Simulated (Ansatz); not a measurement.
# F on Pd(111): change of the work function, part 2 of 4

How does F on the fcc site change the work function of Pd(111) as the layer fills?

Ansatz 0.2.0; plane-wave DFT, PBE, Ansatz PAW.

So far, work function, upper face (eV): step 2 (the clean slab) 5.27.

### 3. Adsorbate added, k-mesh 4×4×1, coverage 0.111 ML

System of this step: Pd36F (F/Pd(111)). The cell holds 37 atoms: 36 Pd and 1 F. Its edges and angles: a = 8.252 Å, b = 8.252 Å, c = 26.090 Å, α = 90.0°, β = 90.0°, γ = 60.0°. Vacuum lies along c.

The clean slab as it ended is repeated in the plane and the adsorbate is set on one face; the cell's size fixes the coverage, and the k-mesh shrinks with it to keep the sampling density about even. Adsorbate and upper layers relax, since the dipole depends on the height.

input.yaml reads:

```yaml
crystal:
  lattice:
    - [8.2519361365, 0.0, 0.0]
    - [4.1259680682, 7.1463863246, 0.0]
    - [0.0, 0.0, 26.090029896]
  atoms:
    - { symbol: Pd, position: [0.0, 0.0, 0.3449593594] }
    - { symbol: Pd, position: [0.1111111111, 0.1111111111, 0.4310417655] }
    - { symbol: Pd, position: [0.2222222222, 0.2222222222, 0.5189677758] }
    - { symbol: Pd, position: [0.0, 0.0, 0.607267236] }
    - { symbol: Pd, position: [0.0, 0.3333333333, 0.3449593594] }
    - { symbol: Pd, position: [0.1111111111, 0.4444444444, 0.4310417655] }
    - { symbol: Pd, position: [0.2222222222, 0.5555555556, 0.5189677758] }
    - { symbol: Pd, position: [0.0, 0.3333333333, 0.607267236] }
    - { symbol: Pd, position: [0.0, 0.6666666667, 0.3449593594] }
    - { symbol: Pd, position: [0.1111111111, 0.7777777778, 0.4310417655] }
    - { symbol: Pd, position: [0.2222222222, 0.8888888889, 0.5189677758] }
    - { symbol: Pd, position: [0.0, 0.6666666667, 0.607267236] }
    - { symbol: Pd, position: [0.3333333333, 0.0, 0.3449593594] }
    - { symbol: Pd, position: [0.4444444444, 0.1111111111, 0.4310417655] }
    - { symbol: Pd, position: [0.5555555556, 0.2222222222, 0.5189677758] }
    - { symbol: Pd, position: [0.3333333333, 0.0, 0.607267236] }
    - { symbol: Pd, position: [0.3333333333, 0.3333333333, 0.3449593594] }
    - { symbol: Pd, position: [0.4444444444, 0.4444444444, 0.4310417655] }
    - { symbol: Pd, position: [0.5555555556, 0.5555555556, 0.5189677758] }
    - { symbol: Pd, position: [0.3333333333, 0.3333333333, 0.607267236] }
    - { symbol: Pd, position: [0.3333333333, 0.6666666667, 0.3449593594] }
    - { symbol: Pd, position: [0.4444444444, 0.7777777778, 0.4310417655] }
    - { symbol: Pd, position: [0.5555555556, 0.8888888889, 0.5189677758] }
    - { symbol: Pd, position: [0.3333333333, 0.6666666667, 0.607267236] }
    - { symbol: Pd, position: [0.6666666667, 0.0, 0.3449593594] }
    - { symbol: Pd, position: [0.7777777778, 0.1111111111, 0.4310417655] }
    - { symbol: Pd, position: [0.8888888889, 0.2222222222, 0.5189677758] }
    - { symbol: Pd, position: [0.6666666667, 0.0, 0.607267236] }
    - { symbol: Pd, position: [0.6666666667, 0.3333333333, 0.3449593594] }
    - { symbol: Pd, position: [0.7777777778, 0.4444444444, 0.4310417655] }
    - { symbol: Pd, position: [0.8888888889, 0.5555555556, 0.5189677758] }
    - { symbol: Pd, position: [0.6666666667, 0.3333333333, 0.607267236] }
    - { symbol: Pd, position: [0.6666666667, 0.6666666667, 0.3449593594] }
    - { symbol: Pd, position: [0.7777777778, 0.7777777778, 0.4310417655] }
    - { symbol: Pd, position: [0.8888888889, 0.8888888889, 0.5189677758] }
    - { symbol: Pd, position: [0.6666666667, 0.6666666667, 0.607267236] }
    - { symbol: F, position: [0.1111111111, 0.1111111111, 0.6550406406] }
kpoints:
  mp_grid: { grid: [4, 4, 1] }
hamiltonian:
  xc: pbe
scf:
  occupations: { method: fermi_dirac, width: 0.1 }
  convergence: { dr2_threshold: 1.0e-08 }
efield:
  axis: 3
  dipole_correction: true
  ramp_position: 0.97
  ramp_width: 0.06
relax:
  f_tol: 0.02
  max_steps: 60
  constraints:
    - { sites: [0, 1, 4, 5, 8, 9, 12, 13, 16, 17, 20, 21, 24, 25, 28, 29, 32, 33] }
output:
  write_potential: true
  write_density: true
  volumetric_format: npy
```

Started as:

```console
$ ansatz run input.yaml --threads 4 --pin off --max-ram 16384MiB --backend cpu --events-out ev --progress --plain --runs-dir out
```

Numbers of over 12 decimals in the logs are rounded to 6 here.

What it wrote:

```text
[...]
Crystal: 37 atoms, lattice volume = 1538.569 Å³
Basis set: ecut = 420 eV, 30057 PW (Γ), exchange–correlation on 120×120×360 points (8 copies of the dense FFT grid, shifted against one another)
Bands: 393, of which v1, the nominal top of the filled ones, is band 328 counted from 1 (327 counted from 0)
Symmetry: 6 space group operations
[...]
k-points: 4 of 16 (time reversal used)
[...]
SCF iter   1: F=—  HF=-251821.127790 eV  |F-HF|=—  |Δ(HF+E_count)|=         —  Δρ=9.45e-3  dr2=9.01e0  ethr=1.77e-3  p=-0.030 e·Å  D=-3.53e-3 V/Å  ΔV_dip=0.09 eV  dr2_dipole=1.82e-1  V_vac-E_F(+/−)=5.00/4.91 eV  ⟨swp⟩=7.2  Hψ=6591  notcnv=0  defer=75
[...]
SCF iter  13: F=-251820.880112 eV  HF=-251820.880112 eV  |F-HF|=3.06e-8  |Δ(HF+E_count)|=   6.60e-8  Δρ=4.90e-7  dr2=8.79e-9  ethr=1.53e-12  p=-0.020 e·Å  D=-2.39e-3 V/Å  ΔV_dip=0.06 eV  dr2_dipole=1.43e-10  V_vac-E_F(+/−)=5.30/5.24 eV  ⟨swp⟩=8.0  Hψ=9164  notcnv=0
SCF 1 converged in 13 iterations: F = -251820.880112 eV  dr2 = 8.79e-9
[...]
relax step   1: F+E_penalty+E_count = -251820.88011194 eV  Δ(F+E_penalty+E_count) = +0.000e0 eV  max|allowed force component| = 3.655e0 eV/Å  Δτ_max = 0.0000 Å  (13 SCF iters, accepted)
[...]
SCF iter  14: F=-251821.365286 eV  HF=-251821.365286 eV  |F-HF|=1.96e-8  |Δ(HF+E_count)|=   2.71e-8  Δρ=4.25e-7  dr2=7.99e-9  ethr=1.53e-12  p=-0.065 e·Å  D=-7.61e-3 V/Å  ΔV_dip=0.20 eV  dr2_dipole=9.57e-11  V_vac-E_F(+/−)=5.44/5.24 eV  ⟨swp⟩=8.0  Hψ=8956  notcnv=0
SCF 2 converged in 14 iterations: F = -251821.365286 eV  dr2 = 7.99e-9
relax step   2: F+E_penalty+E_count = -251821.36528611 eV  Δ(F+E_penalty+E_count) = -4.852e-1 eV  max|allowed force component| = 1.620e0 eV/Å  Δτ_max = 0.1047 Å  (14 SCF iters, accepted)
SCF iter   1: F=—  HF=-251821.604246 eV  |F-HF|=—  |Δ(HF+E_count)|=         —  Δρ=4.44e-3  dr2=9.77e-1  ethr=9.05e-4  p=-0.065 e·Å  D=-7.61e-3 V/Å  ΔV_dip=0.20 eV  dr2_dipole=3.05e-1  V_vac-E_F(+/−)=5.45/5.25 eV  ⟨swp⟩=4.2  Hψ=4330  notcnv=0  defer=151
[...]
SCF iter  14: F=-251821.539728 eV  HF=-251821.539728 eV  |F-HF|=2.06e-8  |Δ(HF+E_count)|=   1.50e-8  Δρ=4.00e-7  dr2=6.07e-9  ethr=1.53e-12  p=-0.130 e·Å  D=-1.53e-2 V/Å  ΔV_dip=0.40 eV  dr2_dipole=2.03e-10  V_vac-E_F(+/−)=5.64/5.24 eV  ⟨swp⟩=8.0  Hψ=8878  notcnv=0
SCF 3 converged in 14 iterations: F = -251821.539728 eV  dr2 = 6.07e-9
[...]
relax step   3: F+E_penalty+E_count = -251821.53972837 eV  Δ(F+E_penalty+E_count) = -1.744e-1 eV  max|allowed force component| = 2.964e-1 eV/Å  Δτ_max = 0.1544 Å  (14 SCF iters, accepted)
[...]
relax step   4: F+E_penalty+E_count = -251821.54947322 eV  Δ(F+E_penalty+E_count) = -9.745e-3 eV  max|allowed force component| = 1.810e-1 eV/Å  Δτ_max = 0.1088 Å  (13 SCF iters, accepted)
SCF iter   1: F=—  HF=-251821.553703 eV  |F-HF|=—  |Δ(HF+E_count)|=         —  Δρ=8.99e-4  dr2=2.87e-2  ethr=2.93e-5  p=-0.166 e·Å  D=-1.95e-2 V/Å  ΔV_dip=0.51 eV  dr2_dipole=7.76e-3  V_vac-E_F(+/−)=5.75/5.24 eV  ⟨swp⟩=3.0  Hψ=2797  notcnv=0  defer=152
[...]
SCF iter  11: F=-251821.552698 eV  HF=-251821.552698 eV  |F-HF|=2.55e-8  |Δ(HF+E_count)|=   4.37e-8  Δρ=3.65e-7  dr2=3.04e-9  ethr=1.53e-12  p=-0.151 e·Å  D=-1.77e-2 V/Å  ΔV_dip=0.46 eV  dr2_dipole=5.69e-13  V_vac-E_F(+/−)=5.71/5.24 eV  ⟨swp⟩=8.2  Hψ=9268  notcnv=0
SCF 5 converged in 11 iterations: F = -251821.552698 eV  dr2 = 3.04e-9
[...]
relax step   5: F+E_penalty+E_count = -251821.55269818 eV  Δ(F+E_penalty+E_count) = -3.225e-3 eV  max|allowed force component| = 1.207e-2 eV/Å  Δτ_max = 0.0400 Å  (11 SCF iters, accepted)
NSCF: frozen V_eff on 4 k-points
[...]
SCF converged after 11 iterations
Free energy (F): -251821.552698 eV
[...]
Internal energy: -251819.045803 eV  (E = F + TS)
E sigma→0 (E₀):  -251820.299250 eV
Entropy (-TS):   -2.506895 eV (-67.754 meV/atom)
Fermi energy:    3.309798 eV
Dipole field:    D = -0.017722 V/Å  (p = -0.150682 e·Å, saw-weighted, corrected)
Work function:   Φ+ = 5.7057 eV   Φ− = 5.2434 eV
[...]
--- Forces (eV/Å), atoms counted from 1 ---
  atom   1  Pd    -0.00289212    -0.00166977    -0.31252608
  atom   2  Pd     0.00000000     0.00000000     0.30136471
  atom   3  Pd    -0.00059420    -0.00034306    -0.00171769
  atom   4  Pd    -0.00403721    -0.00233089    -0.00371825
  atom   5  Pd    -0.00000000     0.00333954    -0.31252608
  atom   6  Pd    -0.04014049     0.02434848     0.30072432
  atom   7  Pd     0.00032743    -0.00018904    -0.00024262
  atom   8  Pd    -0.00000000     0.00466177    -0.00371825
  atom   9  Pd     0.03381109    -0.01952084    -0.31038761
  atom  10  Pd    -0.04115664     0.02258844     0.30072432
  atom  11  Pd    -0.00000000     0.00068613    -0.00171769
  atom  12  Pd     0.00096015    -0.00055434     0.00036328
  atom  13  Pd     0.00289212    -0.00166977    -0.31252608
  atom  14  Pd     0.00101615    -0.04693692     0.30072432
  atom  15  Pd    -0.00000000     0.00037808    -0.00024262
  atom  16  Pd     0.00403721    -0.00233089    -0.00371825
  atom  17  Pd     0.01287722     0.00743467    -0.33178193
  atom  18  Pd     0.00000000     0.00000000     0.26227319
  atom  19  Pd    -0.00032743    -0.00018904    -0.00024262
  atom  20  Pd     0.00034398     0.00019860     0.00035084
  atom  21  Pd     0.00000000    -0.01486934    -0.33178193
  atom  22  Pd     0.04115664     0.02258844     0.30072432
  atom  23  Pd    -0.00015871     0.00009163     0.00025068
  atom  24  Pd     0.00000000    -0.00039720     0.00035084
  atom  25  Pd    -0.00000000     0.03904169    -0.31038761
  atom  26  Pd    -0.00101615    -0.04693692     0.30072432
  atom  27  Pd     0.00059420    -0.00034306    -0.00171769
  atom  28  Pd    -0.00000000     0.00110868     0.00036328
  atom  29  Pd    -0.01287722     0.00743467    -0.33178193
  atom  30  Pd     0.04014049     0.02434848     0.30072432
  atom  31  Pd     0.00000000    -0.00018326     0.00025068
  atom  32  Pd    -0.00034398     0.00019860     0.00035084
  atom  33  Pd    -0.03381109    -0.01952084    -0.31038761
  atom  34  Pd     0.00000000     0.00000000     0.49817194
  atom  35  Pd     0.00015871     0.00009163     0.00025068
  atom  36  Pd    -0.00096015    -0.00055434     0.00036328
  atom  37  F      0.00000000     0.00000000     0.01206791
  max |Σ_I F_I| component: 4.48e-6 eV/Å
--- Band table (eV) ---
  k-point 0: bands = [... 324 lower, 3.0108, 3.0518, 3.0518, 3.0611, 3.0671, 3.1286, 3.1286, 3.1568, ... 61 higher]
  k-point 1: bands = [... 324 lower, 3.1640, 3.1901, 3.1971, 3.2236, 3.2587, 3.3037, 3.3049, 3.3137, ... 61 higher]
  k-point 2: bands = [... 324 lower, 3.2701, 3.2876, 3.3273, 3.3468, 3.3571, 3.4516, 3.4651, 3.4675, ... 61 higher]
  k-point 3: bands = [... 324 lower, 3.2660, 3.3047, 3.3278, 3.3364, 3.3458, 3.3557, 3.3786, 3.4741, ... 61 higher]
--- Relaxed structure (5 steps of the walk, 5 accepted, 0 SCFs on fresh bases) ---
  F+E_penalty+E_count = -251821.55269818 eV   max|allowed force component| = 1.207e-2 eV/Å
  atoms:
    - { symbol: Pd, position: [1.1111113280699722e-11, 1.1111113280699722e-11, 0.3449593594] }
    - { symbol: Pd, position: [0.111111, 0.111111, 0.431042] }
    - { symbol: Pd, position: [0.222156, 0.222156, 0.518574] }
    - { symbol: Pd, position: [-0.00343003, -0.00343003, 0.607449] }
    - { symbol: Pd, position: [1.1111084274872951e-11, 0.333333, 0.3449593594] }
    - { symbol: Pd, position: [0.111111, 0.444444, 0.431042] }
    - { symbol: Pd, position: [0.221951, 0.555691, 0.518555] }
    - { symbol: Pd, position: [-0.00343003, 0.340193, 0.607449] }
    - { symbol: Pd, position: [-2.2222224060897133e-11, 0.666667, 0.3449593594] }
    - { symbol: Pd, position: [0.111111, 0.777778, 0.431042] }
    - { symbol: Pd, position: [0.222156, 0.889021, 0.518574] }
    - { symbol: Pd, position: [0.000125937, 0.666604, 0.607519] }
    - { symbol: Pd, position: [0.333333, 1.1111113280699722e-11, 0.3449593594] }
    - { symbol: Pd, position: [0.444444, 0.111111, 0.431042] }
    - { symbol: Pd, position: [0.555691, 0.221951, 0.518555] }
    - { symbol: Pd, position: [0.340193, -0.00343003, 0.607449] }
    - { symbol: Pd, position: [0.333333, 0.333333, 0.3449593594] }
    - { symbol: Pd, position: [0.444444, 0.444444, 0.431042] }
    - { symbol: Pd, position: [0.555691, 0.555691, 0.518555] }
    - { symbol: Pd, position: [0.334080, 0.334080, 0.606419] }
    - { symbol: Pd, position: [0.333333, 0.666667, 0.3449593594] }
    - { symbol: Pd, position: [0.444444, 0.777778, 0.431042] }
    - { symbol: Pd, position: [0.554171, 0.889581, 0.519841] }
    - { symbol: Pd, position: [0.334080, 0.665173, 0.606419] }
    - { symbol: Pd, position: [0.666667, -2.2222204306928902e-11, 0.3449593594] }
    - { symbol: Pd, position: [0.777778, 0.111111, 0.431042] }
    - { symbol: Pd, position: [0.889021, 0.222156, 0.518574] }
    - { symbol: Pd, position: [0.666604, 0.000125937, 0.607519] }
    - { symbol: Pd, position: [0.666667, 0.333333, 0.3449593594] }
    - { symbol: Pd, position: [0.777778, 0.444444, 0.431042] }
    - { symbol: Pd, position: [0.889581, 0.554171, 0.519841] }
    - { symbol: Pd, position: [0.665173, 0.334080, 0.606419] }
    - { symbol: Pd, position: [0.666667, 0.666667, 0.3449593594] }
    - { symbol: Pd, position: [0.777778, 0.777778, 0.431042] }
    - { symbol: Pd, position: [0.889581, 0.889581, 0.519841] }
    - { symbol: Pd, position: [0.666604, 0.666604, 0.607519] }
    - { symbol: F, position: [0.111111, 0.111111, 0.667608] }
```

Wall time 13 min (4 threads of Arm Neoverse V1, shared host); peak memory 10 GiB; 39 min of CPU time.

This run has no spin polarisation although its electron count is odd.

The steps of the relaxation:

```
step  energy less that of the first step (eV)  largest force component (eV/Å)
   1                                   0.0000                          3.6552
   2                                  -0.4852                          1.6197
   3                                  -0.6596                          0.2964
   4                                  -0.6694                          0.1810
   5                                  -0.6726                          0.0121
```

Forces are held to the 6 operations that the run works with; a distortion that breaks them can't arise in this run.

The atoms that moved most (Å):

```
atom      dx      dy      dz  length
 F37   0.000   0.000   0.328   0.328
 Pd8   0.000   0.049   0.005   0.049
 Pd4  -0.042  -0.025   0.005   0.049
Pd16   0.042  -0.025   0.005   0.049
Pd35   0.009   0.005   0.023   0.025
Pd31   0.000  -0.010   0.023   0.025
Pd23  -0.009   0.005   0.023   0.025
Pd20   0.009   0.005  -0.022   0.025
```

The relaxed structure:

```cif
data_structure
_symmetry_space_group_name_H-M 'P 1'
_symmetry_Int_Tables_number 1
_cell_length_a 8.2519
_cell_length_b 8.2519
_cell_length_c 26.0900
_cell_angle_alpha 90.000
_cell_angle_beta 90.000
_cell_angle_gamma 60.000
_cell_volume 1538.57
loop_
_atom_site_label
_atom_site_type_symbol
_atom_site_fract_x
_atom_site_fract_y
_atom_site_fract_z
_atom_site_occupancy
Pd1 Pd 0.00000 0.00000 0.34496 1
Pd2 Pd 0.11111 0.11111 0.43104 1
Pd3 Pd 0.22216 0.22216 0.51857 1
Pd4 Pd 0.99657 0.99657 0.60745 1
Pd5 Pd 0.00000 0.33333 0.34496 1
Pd6 Pd 0.11111 0.44444 0.43104 1
Pd7 Pd 0.22195 0.55569 0.51856 1
Pd8 Pd 0.99657 0.34019 0.60745 1
Pd9 Pd 0.00000 0.66667 0.34496 1
Pd10 Pd 0.11111 0.77778 0.43104 1
Pd11 Pd 0.22216 0.88902 0.51857 1
Pd12 Pd 0.00013 0.66660 0.60752 1
Pd13 Pd 0.33333 0.00000 0.34496 1
Pd14 Pd 0.44444 0.11111 0.43104 1
Pd15 Pd 0.55569 0.22195 0.51856 1
Pd16 Pd 0.34019 0.99657 0.60745 1
Pd17 Pd 0.33333 0.33333 0.34496 1
Pd18 Pd 0.44444 0.44444 0.43104 1
Pd19 Pd 0.55569 0.55569 0.51856 1
Pd20 Pd 0.33408 0.33408 0.60642 1
Pd21 Pd 0.33333 0.66667 0.34496 1
Pd22 Pd 0.44444 0.77778 0.43104 1
Pd23 Pd 0.55417 0.88958 0.51984 1
Pd24 Pd 0.33408 0.66517 0.60642 1
Pd25 Pd 0.66667 0.00000 0.34496 1
Pd26 Pd 0.77778 0.11111 0.43104 1
Pd27 Pd 0.88902 0.22216 0.51857 1
Pd28 Pd 0.66660 0.00013 0.60752 1
Pd29 Pd 0.66667 0.33333 0.34496 1
Pd30 Pd 0.77778 0.44444 0.43104 1
Pd31 Pd 0.88958 0.55417 0.51984 1
Pd32 Pd 0.66517 0.33408 0.60642 1
Pd33 Pd 0.66667 0.66667 0.34496 1
Pd34 Pd 0.77778 0.77778 0.43104 1
Pd35 Pd 0.88958 0.88958 0.51984 1
Pd36 Pd 0.66660 0.66660 0.60752 1
F37 F 0.11111 0.11111 0.66761 1
```

This step gave:

```
energy at zero smearing        : -251820.2993 eV
work function, upper face      : 5.706 eV
work function, lower face      : 5.243 eV
dipole along the normal        : -0.1507 e·Å
step between the vacuum levels : 0.4624 eV
```

Running mean over 2.246 Å of the planar mean; the ramp of the sawtooth is left out. Electron's electrostatic potential energy less the Fermi level against z:

z (Å), electron's electrostatic potential energy less the Fermi level (eV) and a bar from the least value:
```
      3.5       5.24 #############################
      4.0       5.24 #############################
      4.5       5.24 #############################
      5.0       5.24 #############################
      5.5       5.23 #############################
      6.0       5.19 #############################
      6.5       5.03 #############################
      7.0       4.38 ###########################
      7.5       1.79 ######################
      8.0      -3.11 ###########
      8.5      -7.02 ###
      9.0      -8.26 #
      9.5      -8.43 
     10.0      -8.49 
     10.5      -8.52 
     11.0      -8.56 
     11.5      -8.51 
     12.0      -8.25 #
     12.5      -8.13 #
     13.0      -8.36 
     13.5      -8.51 
     14.0      -8.31 #
     14.5      -7.98 #
     15.0      -8.02 #
     15.5      -8.28 #
     16.0      -8.15 #
     16.5      -6.36 #####
     17.0      -1.77 ##############
     17.5       2.72 ########################
     18.0       4.62 ############################
     18.5       5.28 #############################
     19.0       5.61 ##############################
     19.5       5.69 ##############################
     20.0       5.70 ##############################
     20.5       5.71 ##############################
     21.0       5.71 ##############################
     21.5       5.71 ##############################
     22.0       5.71 ##############################
     22.5       5.71 ##############################
     23.0       5.71 ##############################
```

The relaxation took 5 steps and lowered the energy by 0.67 eV; the largest force on the free atoms ends at 0.012 eV/Å.

The covered face has 5.71 eV, +0.44 eV against the clean one; the bare back face has moved by -0.01 eV, a measure of how thin the slab is.

[end of part 2 of 4]

[Logs are printed without paths, hosts, clocks, repeated set-up lines and the standing remarks that a program may print on its own settings, such as how far it seeks lower states.]

[Hosts, paths, dates, database ids (printed as entryN), source tags and the programs' standing remarks are cut or masked in the printed files.]

[Maps of the electrostatic potential energy from Ansatz leave out the sawtooth potential of an applied field or a dipole correction, so their vacuum need not be flat; planar profiles and work functions include it.]
